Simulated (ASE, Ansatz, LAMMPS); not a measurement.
# (6,6) carbon nanotube in a second wall (203 atoms): support functions against a reference, part 2 of 2

Aim: test how closely localised support functions follow the reference on (6,6) carbon nanotube in a second wall (203 atoms), and at what cost. A setting counts as converged where the r.m.s. difference of forces stays under 1 % of the r.m.s. force.

Ansatz 0.2.0; Kohn-Sham DFT, PBE+D3(BJ), PAW (set soft_2), plane waves.

The cell: 203 C. Beside vacuum, support functions can miss their usual error bounds without a warning.

So far. Step 3 (Plane-wave single point): Löwdin charges run from -0.01 to +0.06 e, about a mean that is the spilled charge alone. Within 0.4 eV of the Fermi level the largest share is C p (95 % of the projected weight).

### Step 4. Structure statistics

These statistics describe the geometry on which the runs were made.

Normalised to the volume that the atoms fill. Pair distribution function in bins of 0.1 Å:

```tsv
r (Å)	total
1.25	0.00
1.35	7.23
1.45	5.34
1.55	0.00
1.65	0.00
1.75	0.00
1.85	0.00
1.95	0.00
2.05	0.00
2.15	0.00
2.25	0.00
2.35	0.09
2.45	8.18
2.55	0.03
2.65	0.01
2.75	2.59
2.85	0.54
2.95	0.02
3.05	0.04
3.15	0.00
3.25	0.04
3.35	0.41
3.45	0.25
3.55	0.89
3.65	2.87
3.75	1.72
3.85	0.44
3.95	0.29
4.05	0.65
4.15	3.21
4.25	0.69
4.35	0.51
4.45	0.42
4.55	0.32
4.65	0.56
4.75	0.82
4.85	1.84
4.95	1.45
5.05	1.49
5.15	0.62
5.25	0.33
5.35	0.40
5.45	0.37
5.55	0.84
```

Bonds by pair of elements; cutoffs follow the first minimum of g(r), held within bounds set by covalent radii, and pairs that aren't listed don't count as bonded:

```tsv
pair A-B	cutoff (Å)	bonds	mean length (Å)	spread (Å)	shortest (Å)	B about A	A about B
C-C	1.82	303	1.4	0.002	1.39	2.98	2.98
```

How many atoms have how many bonded neighbours:

```tsv
element	mean	2	3
C	2.98	3	200
```

Bond angles, per cent of each kind in bins of 5°:

```tsv
angle (°)	C-C-C
110–115	0.7
115–120	77.8
120–125	20.9
125–130	0.7
```

Bond angles (no mean is given where the spread exceeds 20°):

```tsv
angle	count	mean (°)	spread (°)
C-C-C	603	120	1
```

Bond length by coordination (bonds to H left out):

```tsv
element	coordination	atoms	mean bond length (Å)
C	2	3	1.40
C	3	200	1.4
```

The first peak of g(r) lies near 1.40 Å. By these cutoffs 99 % of C atoms have 3 bonded neighbours. The C-C-C angle averages 120° with a spread of 1.0°.

A closer look about C50, picked at random: 10 atoms, nearest first, numbered in the order of the input, with positions taken from that point.

```tsv
atom	x	y	z	distance (Å)	bonds	Löwdin charge (e)	Fx	Fy	Fz (eV/Å)
C50	0.00	0.00	0.00	0.00	3	0.04	-0.18	-0.10	0.01
C186	0.83	-1.13	0.00	1.40	3	0.04	-0.16	-0.11	0.02
C184	-0.33	0.62	-1.21	1.40	3	0.04	-0.19	-0.08	0.00
C49	-0.33	0.62	1.21	1.40	3	0.04	-0.19	-0.10	-0.01
C183	-0.79	1.94	-1.21	2.42	3	0.04	-0.17	-0.10	0.00
C48	-0.79	1.94	1.21	2.42	3	0.04	-0.17	-0.08	0.00
C187	1.32	-1.62	-1.21	2.42	3	0.04	-0.10	-0.19	0.00
C52	1.32	-1.62	1.21	2.42	3	0.04	-0.13	-0.18	-0.01
C185	0.00	0.00	-2.42	2.42	3	0.04	-0.18	-0.10	-0.01
C118	0.00	0.00	2.42	2.42	3	0.04	-0.16	-0.12	0.00
```

The column of bonds counts only the pairs C-C within 1.82 Å; other neighbours, such as metal atoms beside each other in a compound, aren't counted, and periodic images can show an atom twice.

### Step 5. Support functions medium

The cell is solved in localised support functions.

This step: Kohn-Sham DFT, PBE+D3(BJ), PAW (set soft_2), localised support functions (medium) (Ansatz 0.2.0).

Input file input.yaml:

```yaml
crystal:
  lattice:
    - [23.85141, 0.0, 0.0]
    - [0.0, 23.90206, 0.0]
    - [0.0, 0.0, 7.27368]
  atoms:
    [... the 203 atom lines of step 3 ...]
kpoints:
  mp_grid: { grid: [1, 1, 2] }
hamiltonian:
  xc: pbe
  dispersion: d3bj
scf:
  occupations: { method: fermi_dirac, width: 0.05 }
  eigensolver: { kind: { support_functions: { accuracy: medium } } }
  mixing: { beta: 0.2 }
  max_iter: 150
output:
  forces: true
  eigenvalues: true
```

The run is started by

```console
ansatz run input.yaml --threads 8 --pin off --max-ram 15872MiB --backend cpu --events-out ev --progress --plain --runs-dir out
```

Numbers of over 12 decimals in the logs are rounded to 6 here.

What it wrote:

```text
Warning: scf.eigensolver.kind.support_functions: disabling space-group detection — the functions' gradient is summed over unrotated k-points, so no spatial operation reduces the k-mesh or symmetrises the density; time reversal is kept, so that k and −k are solved as one point where they differ and the mesh holds both, and exact exchange and, on two spinor components, a DFT+U term hold to it where the run has them: [...]
settings of this run that can trade accuracy for cost: scf.eigensolver.kind.support_functions [...]
[...]
Crystal: 203 atoms, lattice volume = 4146.709 Å³
Basis set: ecut = 420 eV, 80969 PW (Γ), exchange–correlation on 320×320×100 points (8 copies of the dense FFT grid, shifted against one another)
Bands: 488, of which v1, the nominal top of the filled ones, is band 406 counted from 1 (405 counted from 0)
Symmetry: 1 space group operations
k-points: 2
[...]
SCF iter   1: F=—  HF=-50992.693281 eV  |F-HF|=—  |Δ(HF+E_count)|=         —  Δρ=7.41e-2  dr2=2.28e2  ethr=1.00e-1
[...]
SCF iter  20: F=—  HF=-50937.593213 eV  |F-HF|=—  |Δ(HF+E_count)|=   8.92e-6  Δρ=8.69e-6  dr2=4.96e-6  ethr=9.88e-10  κ⁻¹=1.3e-5(r=7)
SCF iter  21: F=-50937.593214 eV  HF=-50937.593216 eV  |F-HF|=1.78e-6  |Δ(HF+E_count)|=   2.23e-6  Δρ=5.26e-6  dr2=2.57e-6  ethr=6.11e-10
SCF 1 converged in 21 iterations: F = -50937.599271 eV  dr2 = 2.57e-6
[...]
SCF converged after 21 iterations
Stability not checked: this state was not tested for a lower state beside it, because the mixer in use, unlike msr1, does not test its closes by its own steps (another_mixer; see scf.mixing.algorithm and scf.lower_state_search)
Free energy (F): -50937.599271 eV
[...]
Internal energy: -50937.440646 eV  (E = F + TS)
E sigma→0 (E₀):  -50937.519959 eV
Entropy (-TS):   -0.158624 eV (-0.781 meV/atom)
Fermi energy:    0.692730 eV
[...]
Σ components = -50937.599271   (vs F -50937.599271, Δ=0.00e0)
--- Forces (eV/Å), atoms counted from 1 ---
  atom   1  C      0.33756711    -0.12652213    -0.03110539
  atom   2  C      0.19620796     0.42534184     0.03218319
  atom   3  C      0.39026939     0.04181209     0.00019141
  atom   4  C     -0.04671604     0.39561628    -0.03835824
[...]
atom 203  C      0.18404838     0.19003389     0.00209202
  max |Σ_I F_I| component: 5.11e-2 eV/Å
--- Band table (eV) ---
[...]
```

The job ended after 2.7 min (8 threads of Arm Neoverse V2, shared host; peak memory 5.8 GiB; 21 min of CPU time).

The program notes that the band table was not solved further than the SCF left it and it switched symmetry off.

Keys that differ from the reference: support_functions.accuracy = "medium", scf.max_iter = 150 and scf.mixing.beta = 0.2.

Forces differ from the reference by 1.1 meV/Å r.m.s., 0.33 % of their size, within a tolerance of 1 %; the energy by -3.8 meV/atom.

### Step 6. What each setting buys

Differences are against the plane-wave reference (Kohn-Sham DFT, PBE+D3(BJ), PAW (set soft_2), plane waves), whose r.m.s. force component is 0.321 eV/Å. Energies are set beside the reference only for runs with its functional, potentials and electron count. Times are for 8 threads of Arm Neoverse V2, shared host. The reference's time includes the DOS and grids, which some other runs skip.

```tsv
run	Δ force, r.m.s. (meV/Å)	share of r.m.s. force (%)	Δ energy (meV/atom)	cycles	time	host memory (GiB)
reference	-	-	-	11	4 min	12
support functions medium	1.05	0.328	-3.78	21	2.7 min	5.8
```

### Step 7. Outcome

- free energy per atom: -250.9204 eV/atom
- r.m.s. force component: 0.3207 eV/Å
- wall time of the 2 DFT runs: 6.7 min

**Reading.** Against plane waves at 420 eV, the forces differ by 1.1 meV/Å (0.33 %) with support functions medium. Differences between support functions and plane waves include what basis error the plane-wave run still has.

No gap is quoted, since levels at the Fermi energy are partly filled. With the cutoffs above, 99 % of C atoms have 3 bonded neighbours.

**Limits.** The geometry was minimised with a classical potential and isn't relaxed at this level: its force components are 0.32 eV/Å r.m.s.

[Logs are printed without paths, hosts, clocks, repeated set-up lines and the standing remarks that a program may print on its own settings, such as how far it seeks lower states.]

[Hosts, paths, dates, database ids (printed as entryN), source tags and the programs' standing remarks are cut or masked in the printed files.]
